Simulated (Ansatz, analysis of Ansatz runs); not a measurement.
# Migration barrier of interstitial H in bcc Mo, hop from a tetrahedral to the next tetrahedral site (LDA), part 2 of 2

Aim: the migration barrier of interstitial H in bcc Mo, hop from a tetrahedral to the next tetrahedral site, to be set beside the measurement. Set-up: LDA, 32-site cell, LDA lattice, 420 eV, k: 4x4x4 Gamma-centred. The model is a cell of 32 host atoms with 1 H put in. The barrier is the energy of the highest image of a climbing band over the relaxed site that the atom leaves. A local or semilocal functional is the cheapest first rung.

Ansatz 0.2.0; LDA, 32-site cell, LDA lattice, 420 eV, k: 4x4x4 Gamma-centred.

So far: The starting structure; Relaxation, charge 0.

## (3) Nudged elastic band

A band of images joins the two ends; its highest image climbs to the saddle, whose energy over the site left is the barrier.

This step: plane-wave PAW DFT, LDA; nudged elastic band between two relaxed defect structures at fixed charge.

neb/input.yaml reads:

```yaml
crystal:
  lattice:
    - [0.0, 6.22417185, 6.22417185]
    - [6.22417185, 0.0, 6.22417185]
    - [6.22417185, 6.22417185, 0.0]
  atoms:
    - { symbol: Mo, position: [0.000637155, -0.001473692, 0.001473692] }
    - { symbol: Mo, position: [0.123883613, 0.124525775, 0.126698423] }
    - { symbol: Mo, position: [0.249892189, 0.248883613, 0.249525775] }
    - { symbol: Mo, position: [0.376777785, 0.373222215, 0.365940982] }
    - { symbol: Mo, position: [-0.000474225, 0.001698423, 0.499892189] }
    - { symbol: Mo, position: [0.124392861, 0.125250998, 0.624323893] }
    - { symbol: Mo, position: [0.248222215, 0.240940982, 0.759059018] }
    - { symbol: Mo, position: [0.374519653, 0.375480347, 0.875596964] }
    - { symbol: Mo, position: [0.000250998, 0.499323893, 0.001032248] }
    - { symbol: Mo, position: [0.124106614, 0.625893386, 0.123872153] }
    - { symbol: Mo, position: [0.250480347, 0.750596964, 0.249403036] }
    - { symbol: Mo, position: [0.374323893, 0.876032248, 0.374392861] }
    - { symbol: Mo, position: [-0.000596964, 0.499519653, 0.500480347] }
    - { symbol: Mo, position: [0.115940982, 0.634059018, 0.626777785] }
    - { symbol: Mo, position: [0.250676107, 0.749749002, 0.750607139] }
    - { symbol: Mo, position: [0.375107811, 0.873301577, 0.875474225] }
    - { symbol: Mo, position: [0.500893386, -0.001127847, 0.001127847] }
    - { symbol: Mo, position: [0.624362845, 0.125637155, 0.123526308] }
    - { symbol: Mo, position: [0.751032248, 0.249392861, 0.250250998] }
    - { symbol: Mo, position: [0.876698423, 0.374892189, 0.373883613] }
    - { symbol: Mo, position: [0.500607139, -0.001032248, 0.500676107] }
    - { symbol: Mo, position: [0.625596964, 0.124403036, 0.624519653] }
    - { symbol: Mo, position: [0.751127847, 0.249106614, 0.750893386] }
    - { symbol: Mo, position: [0.873967752, 0.375676107, 0.874749002] }
    - { symbol: Mo, position: [0.501116387, 0.500107811, -0.001698423] }
    - { symbol: Mo, position: [0.624749002, 0.625607139, 0.123967752] }
    - { symbol: Mo, position: [0.751473692, 0.749362845, 0.250637155] }
    - { symbol: Mo, position: [0.873872153, 0.876127847, 0.374106614] }
    - { symbol: Mo, position: [0.509059018, 0.501777785, 0.498222215] }
    - { symbol: Mo, position: [0.625474225, 0.626116387, 0.625107811] }
    - { symbol: Mo, position: [0.748301577, 0.750474225, 0.751116387] }
    - { symbol: Mo, position: [0.873526308, 0.876473692, 0.874362845] }
    - { symbol: H, position: [0.3125, 0.4375, 0.5625] }
basis:
  ecutwfc: 420
  xc_grid: 2
hamiltonian:
  xc: lda
kpoints:
  mp_grid: { grid: [4, 4, 4] }
scf:
  occupations: { method: methfessel_paxton, width: 0.1 }
  max_iter: 120
output:
  forces: true
neb:
  images: 3
  f_tol: 0.04
  climbing: true
  initial_path: idpp
  max_iterations: 45
  order_check: false
  final_atoms:
    - { symbol: Mo, position: [-0.000605328, -0.001090473, 0.001090473] }
    - { symbol: Mo, position: [0.125180223, 0.124563126, 0.126661068] }
[... 1 atom line left out ...]
    - { symbol: Mo, position: [0.384347053, 0.373259568, 0.365903627] }
[... 2 atom lines left out ...]
    - { symbol: Mo, position: [0.252065841, 0.240978356, 0.759021644] }
    - { symbol: Mo, position: [0.375895165, 0.375713461, 0.874711647] }
[... 2 atom lines left out ...]
    - { symbol: Mo, position: [0.249807705, 0.750634331, 0.249365669] }
    - { symbol: Mo, position: [0.376181416, 0.876165202, 0.374069263] }
    - { symbol: Mo, position: [-0.008770965, 0.501815161, 0.498184839] }
    - { symbol: Mo, position: [0.123510247, 0.634096373, 0.626740432] }
    - { symbol: Mo, position: [0.250395865, 0.750511603, 0.751079008] }
[... 6 atom lines left out ...]
    - { symbol: Mo, position: [0.626320273, 0.125288353, 0.624286539] }
[... 3 atom lines left out ...]
    - { symbol: Mo, position: [0.626415881, 0.625930737, 0.123834798] }
[... 2 atom lines left out ...]
    - { symbol: Mo, position: [0.50088501, 0.499557026, 0.500442974] }
[... 3 atom lines left out ...]
    - { symbol: H, position: [0.187788044, 0.437537365, 0.562462635] }
```

Command:

```
$ ansatz run input.yaml --threads 4 --pin off --max-ram 14131MiB --backend cpu --events-out ev --progress --plain --runs-dir out
```

Numbers of over 12 decimals in the logs are rounded to 6 here.

Output:

```text
[...]
Warning: neb: disabling space-group detection — the band's intermediate images generally break the endpoint symmetry, so no spatial operation reduces the k-mesh or symmetrises the density, except that a semilocal band can use its path's symmetry ahead of [...]
[...]
parallel-image band execution: 2 concurrent image workers
NEB image 0
Crystal: 33 atoms, lattice volume = 482.253 Å³
Basis set: ecut = 420 eV, 9409 PW (Γ), exchange–correlation on 120×120×120 points (8 copies of the dense FFT grid, shifted against one another)
Bands: 270, of which v1, the nominal top of the filled ones, is band 225 counted from 1 (224 counted from 0)
Symmetry: 1 space group operations
k-points: 36 of 64 (time reversal used)
[...]
SCF iter   1: F=—  HF=-154986.542528 eV  |F-HF|=—  |Δ(HF+E_count)|=         —  Δρ=8.03e-3  dr2=2.51e-1  ethr=1.77e-3  ⟨swp⟩=4.8  Hψ=31997  notcnv=0
[...]
SCF iter   6: F=-154986.515428 eV  HF=-154986.515428 eV  |F-HF|=6.53e-8  |Δ(HF+E_count)|=   4.34e-7  S|Δr|=    0.00e0  Δρ=3.46e-6  dr2=9.08e-8  ethr=2.23e-11  ⟨swp⟩=3.0  Hψ=32541  notcnv=0
SCF 1 converged in 6 iterations: F = -154986.515428 eV  dr2 = 9.08e-8
[...]
NSCF: frozen V_eff on 36 k-points
NEB image 4
SCF iter   1: F=—  HF=-154986.542535 eV  |F-HF|=—  |Δ(HF+E_count)|=         —  Δρ=8.03e-3  dr2=2.51e-1  ethr=1.77e-3  ⟨swp⟩=4.7  Hψ=31979  notcnv=0
[...]
SCF iter   6: F=-154986.515428 eV  HF=-154986.515428 eV  |F-HF|=6.53e-8  |Δ(HF+E_count)|=   4.35e-7  S|Δr|=    0.00e0  Δρ=3.46e-6  dr2=9.08e-8  ethr=2.23e-11  ⟨swp⟩=3.0  Hψ=32706  notcnv=0
SCF 2 converged in 6 iterations: F = -154986.515428 eV  dr2 = 9.08e-8
[...]
NEB end point (image 0): max|allowed force component| = 2.937e-3 eV/Å (the criterion of neb.relax_end_points is 1.000e-2)
NEB end point (image 4): max|allowed force component| = 2.937e-3 eV/Å (the criterion of neb.relax_end_points is 1.000e-2)
NEB image 1
SCF iter   1: F=—  HF=-154986.393021 eV  |F-HF|=—  |Δ(HF+E_count)|=         —  Δρ=7.93e-3  dr2=2.10e-1  ethr=1.77e-3  ⟨swp⟩=4.8  Hψ=31909  notcnv=0
[...]
SCF iter   6: F=-154986.368798 eV  HF=-154986.368798 eV  |F-HF|=5.74e-8  |Δ(HF+E_count)|=   3.68e-7  S|Δr|=    0.00e0  Δρ=2.96e-6  dr2=7.68e-8  ethr=2.23e-11  ⟨swp⟩=2.8  Hψ=31443  notcnv=0
SCF 3 converged in 6 iterations: F = -154986.368798 eV  dr2 = 7.68e-8
NEB image 2
SCF iter   1: F=—  HF=-154986.266184 eV  |F-HF|=—  |Δ(HF+E_count)|=         —  Δρ=7.86e-3  dr2=1.85e-1  ethr=1.77e-3  ⟨swp⟩=4.8  Hψ=31948  notcnv=0
[...]
SCF iter   6: F=-154986.243729 eV  HF=-154986.243729 eV  |F-HF|=4.83e-8  |Δ(HF+E_count)|=   2.88e-7  S|Δr|=    0.00e0  Δρ=2.63e-6  dr2=6.27e-8  ethr=2.23e-11  ⟨swp⟩=3.0  Hψ=31200  notcnv=0
SCF 4 converged in 6 iterations: F = -154986.243729 eV  dr2 = 6.27e-8
NEB image 3
SCF iter   1: F=—  HF=-154986.393028 eV  |F-HF|=—  |Δ(HF+E_count)|=         —  Δρ=7.93e-3  dr2=2.10e-1  ethr=1.77e-3  ⟨swp⟩=4.8  Hψ=31947  notcnv=0
[...]
SCF iter   6: F=-154986.368798 eV  HF=-154986.368798 eV  |F-HF|=5.73e-8  |Δ(HF+E_count)|=   3.68e-7  S|Δr|=    0.00e0  Δρ=2.96e-6  dr2=7.68e-8  ethr=2.23e-11  ⟨swp⟩=2.8  Hψ=31501  notcnv=0
SCF 5 converged in 6 iterations: F = -154986.368798 eV  dr2 = 7.68e-8
NEB iter   1: max|band force component| = 7.295e-1 eV/Å  barrier→ = 0.2717 eV  barrier← = 0.2717 eV  Δτ_max = 0.1102 Å  (30 SCF iters)
NEB image 1
[...]
iter 1 solved again at ethr=4.76e-5 eV; its pass at ethr=3.10e-3 eV (dr2=2.14e-1 eV) is discarded
[...]
SCF iter   6: F=-154986.377451 eV  HF=-154986.377451 eV  |F-HF|=2.50e-8  |Δ(HF+E_count)|=   2.31e-7  S|Δr|=    0.00e0  Δρ=2.44e-6  dr2=3.68e-8  ethr=2.23e-11  ⟨swp⟩=4.5  Hψ=30088  notcnv=0
SCF 6 converged in 6 iterations: F = -154986.377451 eV  dr2 = 3.68e-8
NEB image 2
[...]
SCF iter   6: F=-154986.246151 eV  HF=-154986.246151 eV  |F-HF|=3.37e-8  |Δ(HF+E_count)|=   3.77e-7  S|Δr|=    0.00e0  Δρ=3.09e-6  dr2=5.23e-8  ethr=2.23e-11  ⟨swp⟩=4.4  Hψ=30021  notcnv=0
SCF 7 converged in 6 iterations: F = -154986.246151 eV  dr2 = 5.23e-8
NEB image 3
[...]
SCF iter   6: F=-154986.377451 eV  HF=-154986.377451 eV  |F-HF|=2.41e-8  |Δ(HF+E_count)|=   2.28e-7  S|Δr|=    0.00e0  Δρ=2.43e-6  dr2=3.58e-8  ethr=2.23e-11  ⟨swp⟩=4.4  Hψ=30008  notcnv=0
SCF 8 converged in 6 iterations: F = -154986.377451 eV  dr2 = 3.58e-8
NEB iter   2: max|band force component| = 8.154e-1 eV/Å  barrier→ = 0.2693 eV  barrier← = 0.2693 eV  Δτ_max = 0.0553 Å  (18 SCF iters)
NEB image 1
[...]
SCF iter   6: F=-154986.433703 eV  HF=-154986.433703 eV  |F-HF|=8.47e-9  |Δ(HF+E_count)|=   1.15e-7  S|Δr|=    0.00e0  Δρ=1.56e-6  dr2=1.32e-8  ethr=2.23e-11  ⟨swp⟩=4.3  Hψ=29727  notcnv=0
SCF 9 converged in 6 iterations: F = -154986.433703 eV  dr2 = 1.32e-8
NEB image 2
[...]
SCF iter   6: F=-154986.345896 eV  HF=-154986.345896 eV  |F-HF|=1.20e-8  |Δ(HF+E_count)|=   1.83e-7  S|Δr|=    0.00e0  Δρ=1.95e-6  dr2=1.92e-8  ethr=2.23e-11  ⟨swp⟩=4.2  Hψ=29676  notcnv=0
SCF 10 converged in 6 iterations: F = -154986.345896 eV  dr2 = 1.92e-8
NEB image 3
[...]
SCF iter   6: F=-154986.433703 eV  HF=-154986.433703 eV  |F-HF|=8.35e-9  |Δ(HF+E_count)|=   1.14e-7  S|Δr|=    0.00e0  Δρ=1.56e-6  dr2=1.30e-8  ethr=2.23e-11  ⟨swp⟩=4.2  Hψ=29681  notcnv=0
SCF 11 converged in 6 iterations: F = -154986.433703 eV  dr2 = 1.30e-8
NEB iter   3: max|band force component| = 9.168e-2 eV/Å  barrier→ = 0.1695 eV  barrier← = 0.1695 eV  CI = image 2  Δτ_max = 0.0189 Å  (18 SCF iters)
[...]
NEB iter   4: max|band force component| = 5.342e-2 eV/Å  barrier→ = 0.1651 eV  barrier← = 0.1651 eV  CI = image 2  Δτ_max = 0.0274 Å  (15 SCF iters)
NEB image 1
[...]
SCF iter   5: F=-154986.435567 eV  HF=-154986.435567 eV  |F-HF|=4.34e-9  |Δ(HF+E_count)|=   1.51e-8  S|Δr|=    0.00e0  Δρ=7.99e-7  dr2=5.74e-9  ethr=2.23e-11  ⟨swp⟩=3.1  Hψ=26369  notcnv=0
SCF 15 converged in 5 iterations: F = -154986.435567 eV  dr2 = 5.74e-9
NEB image 2
[...]
SCF iter   5: F=-154986.352081 eV  HF=-154986.352081 eV  |F-HF|=1.09e-8  |Δ(HF+E_count)|=   3.61e-8  S|Δr|=    0.00e0  Δρ=1.24e-6  dr2=1.41e-8  ethr=2.23e-11  ⟨swp⟩=4.0  Hψ=28882  notcnv=0
SCF 16 converged in 5 iterations: F = -154986.352081 eV  dr2 = 1.41e-8
NEB image 3
[...]
SCF iter   5: F=-154986.435567 eV  HF=-154986.435567 eV  |F-HF|=4.37e-9  |Δ(HF+E_count)|=   1.50e-8  S|Δr|=    0.00e0  Δρ=7.99e-7  dr2=5.76e-9  ethr=2.23e-11  ⟨swp⟩=3.1  Hψ=26379  notcnv=0
SCF 17 converged in 5 iterations: F = -154986.435567 eV  dr2 = 5.76e-9
NEB image 1
[...]
NEB image 3
[...]
NEB image 2
[...]
the search or the solves at the SCF's close may have found levels that the self-consistency loop had missed (the run counts none). By its estimate they hold under 1e-12 electrons; where the run keeps them, the occupations were computed again with them
[...]
NEB iter   5: max|band force component| = 2.846e-2 eV/Å  barrier→ = 0.1633 eV  barrier← = 0.1633 eV  CI = image 2  Δτ_max = 0.0000 Å  (15 SCF iters)
SCF converged after 5 iterations
[...]
Free energy (F): -154986.352081 eV
[...]
Internal energy: -154986.349214 eV  (E = F + TS)
E sigma→0 (E₀):  -154986.351364 eV
Entropy (-TS):   -0.002867 eV (-0.087 meV/atom)
Fermi energy:    21.801603 eV
[...]
--- Forces (eV/Å), atoms counted from 1 ---
  atom   1  Mo     0.00041749     0.00651694    -0.01138220
  atom   2  Mo     0.00271275    -0.00445515     0.00445543
  [... 1 atom left out ...]
  atom   4  Mo     0.02846427    -0.00769386     0.00769313
  [... 2 atoms left out ...]
  atom   7  Mo    -0.00101910     0.01022502    -0.01022587
  atom   8  Mo     0.00428836    -0.00703822     0.00723483
  [... 2 atoms left out ...]
  atom  11  Mo    -0.00004008     0.00465879    -0.00465947
  [... 1 atom left out ...]
  atom  13  Mo     0.00000943     0.01362067    -0.00399385
  atom  14  Mo    -0.02291135    -0.00901938     0.00901949
  atom  15  Mo     0.00479140     0.00096441    -0.00623741
  [... 6 atoms left out ...]
  atom  22  Mo    -0.00416068    -0.00656745     0.00740207
  [... 6 atoms left out ...]
  atom  29  Mo     0.00001007     0.00399359    -0.01362078
  [... 3 atoms left out ...]
  atom  33  H     -0.00468306    -0.00714694     0.00714705
  max |Σ_I F_I| component: 3.55e-5 eV/Å
--- Band table (eV; the first three rows and the last of 36) ---
[...]
[... further k-points left out ...]
this run last wrote the band of iteration 5 to <dir>
--- NEB band (5 images, 5 band iterations, 96 SCF iterations) ---
  forward barrier  = 0.163347 eV
  backward barrier = 0.163347 eV
  lagrangian_above_aufbau_ev (what the smearing adds, to first order; not taken off the barriers): saddle image -0.003994 eV, end points -0.003658 and -0.003658 eV
  climbing image's point = of an order that was not read
  energies are F+E_penalty+E_count in eV, relative to image 0
  image     s (Å)  Δ vs image 0  max|band force component| (eV/Å)
      0    0.0000      0.000000                                 —
      1    0.2865      0.079861                          2.609e-2
  *   2    0.5729      0.163347                          2.846e-2
      3    0.8593      0.079861                          2.609e-2
      4    1.1458      0.000000                                 —
  climbing-image geometry (image 2):
  cell:  # Å, volume = 482.2528 Å³
    - [0.0, 6.22417185, 6.22417185]
    - [6.22417185, 0.0, 6.22417185]
    - [6.22417185, 6.22417185, 0.0]
  atoms:
    - { symbol: Mo, position: [0.000173, -0.001668, 0.001664] }
    - { symbol: Mo, position: [0.124289, 0.124587, 0.127123] }
    - { symbol: Mo, position: [0.250006, 0.248259, 0.249693] }
    - { symbol: Mo, position: [0.385401, 0.369137, 0.360349] }
    - { symbol: Mo, position: [-0.001466, 0.003049, 0.500171] }
    - { symbol: Mo, position: [0.125403, 0.125286, 0.624176] }
    - { symbol: Mo, position: [0.250136, 0.240361, 0.759654] }
    - { symbol: Mo, position: [0.374892, 0.375821, 0.874713] }
    - { symbol: Mo, position: [-0.000717, 0.499281, 0.002442] }
    - { symbol: Mo, position: [0.125106, 0.625512, 0.124598] }
    - { symbol: Mo, position: [0.250144, 0.750073, 0.249927] }
    - { symbol: Mo, position: [0.375190, 0.875403, 0.374479] }
    - { symbol: Mo, position: [0.000191, 0.498945, 0.501055] }
    - { symbol: Mo, position: [0.114898, 0.639634, 0.630859] }
    - { symbol: Mo, position: [0.250273, 0.750311, 0.751742] }
    - { symbol: Mo, position: [0.375999, 0.872885, 0.875404] }
    - { symbol: Mo, position: [0.500119, -0.001668, 0.001664] }
    - { symbol: Mo, position: [0.626696, 0.124552, 0.122344] }
    - { symbol: Mo, position: [0.752330, 0.248259, 0.249693] }
    - { symbol: Mo, position: [0.875142, 0.375304, 0.374699] }
    - { symbol: Mo, position: [0.501005, -0.002444, 0.500721] }
    - { symbol: Mo, position: [0.625423, 0.125286, 0.624176] }
    - { symbol: Mo, position: [0.750146, 0.249582, 0.750414] }
    - { symbol: Mo, position: [0.874862, 0.375821, 0.874713] }
    - { symbol: Mo, position: [0.501753, 0.499844, -0.003063] }
    - { symbol: Mo, position: [0.625072, 0.625512, 0.124598] }
    - { symbol: Mo, position: [0.750147, 0.747629, 0.252365] }
    - { symbol: Mo, position: [0.875215, 0.875403, 0.374479] }
    - { symbol: Mo, position: [0.500097, 0.498945, 0.501055] }
    - { symbol: Mo, position: [0.625148, 0.625300, 0.624692] }
    - { symbol: Mo, position: [0.747962, 0.750311, 0.751742] }
    - { symbol: Mo, position: [0.873590, 0.877653, 0.875455] }
    - { symbol: H, position: [0.250126, 0.445946, 0.554089] }
```

Wall time 48 min (4 threads of Arm Neoverse V2, shared host); peak memory 11 GiB; 2.5 h of CPU time.

Reading the cycles: dr2 is the Hartree energy of the density residual (eV), the measure of convergence; HF is the Harris–Foulkes estimate of the energy, which meets the free energy F at convergence.

The path, image by image:

```csv
image,path (Å),energy (eV),"H33: x, y, z (Å)"
0,0.000,0.0000,"6.224, 5.446, 4.668"
1,0.286,0.0799,"6.224, 5.215, 4.528"
2,0.573,0.1633,"6.224, 5.006, 4.332"
3,0.859,0.0799,"6.224, 4.810, 4.124"
4,1.146,0.0000,"6.224, 4.670, 3.892"
```

Numbers from this step:

```
free energy      : -154986.3521 eV
smearing term TS : 0.002867 eV
barrier forward  : 0.1633 eV
barrier backward : 0.1633 eV
```

## (4) Summary of results

| Item | Value |
| --- | --- |
| migration barrier (saddle less minimum) | 0.16 eV |
| energy difference of the two ends | 0.00 eV |
| length of the hop | 1.10 Å |
| time of the whole chain | 58 min on 4 threads |

What this shows: Migration barrier: computed 0.16 eV, measured 0.185 eV and 0.17 eV; 0.01 eV below the nearest measurement. The measured number is an Arrhenius activation energy of long-range diffusion; for H it holds zero-point energy and, in bcc metals near room temperature, tunnelling. One hop between neighbouring sites is computed at the host's lattice. Limits: the periodic copies of the defect are only 8.8 Å apart.

[Logs are printed without paths, hosts, clocks, repeated set-up lines and the standing remarks that a program may print on its own settings, such as how far it seeks lower states.]

[Hosts, paths, dates, database ids (printed as entryN), source tags and the programs' standing remarks are cut or masked in the printed files.]

[For some hosts the program warned that the k-mesh of the response run may be too coarse for force constants and the static dielectric constant; such warnings are not shown here.]
